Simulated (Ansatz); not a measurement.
## Identify the compound from its spectrum

Method: Ansatz, r2SCAN, independent particles, without spin-orbit coupling, line width 0.1 eV (Gaussian); metals get a typed carrier damping. The response is along the first axis of the cell.

E (eV), Im ε and a bar:
```
     0.50       8.77 ###########
     1.00      13.64 ##################
     1.50      12.57 ################
     2.00      12.73 #################
     2.50      22.49 ##############################
     3.00      16.01 #####################
     3.50      11.92 ###############
     4.00       9.10 ############
     4.50       5.97 #######
     5.00       5.37 ######
     5.50       5.07 ######
     6.00       3.90 ####
     6.50       3.47 ####
     7.00       2.60 ###
     7.50       2.33 ##
     8.00       2.08 ##
     8.50       1.52 #
     9.00       1.27 #
     9.50       0.88 
    10.00       0.77 
    10.50       0.72 
    11.00       0.84 
    11.50       0.74 
    12.00       0.64
```

Q: All candidates were run at this level. Which one is shown?
A. Bi2Se3 (R-3m)
B. Bi (R-3m)
C. CoSn (P6/mmm)
D. Ba2BiSb2 (Immm)

A: D. Ba2BiSb2 (Immm): a metal, with a Drude term, main peak of the conductivity above 1 eV at 2.60 eV. The others: Bi2Se3 (R-3m), least direct gap 0.49 eV, ε∞ = 19.59 along the first axis, strongest peak along the first axis at 2.55 eV; Bi (R-3m), a metal, with a Drude term, main peak of the conductivity above 1 eV at 1.25 eV; CoSn (P6/mmm), a metal, with a Drude term, main peak of the conductivity above 1 eV at 3.60 eV.

[Logs are printed without paths, hosts, clocks, repeated set-up lines and the standing remarks that a program may print on its own settings, such as how far it seeks lower states.]
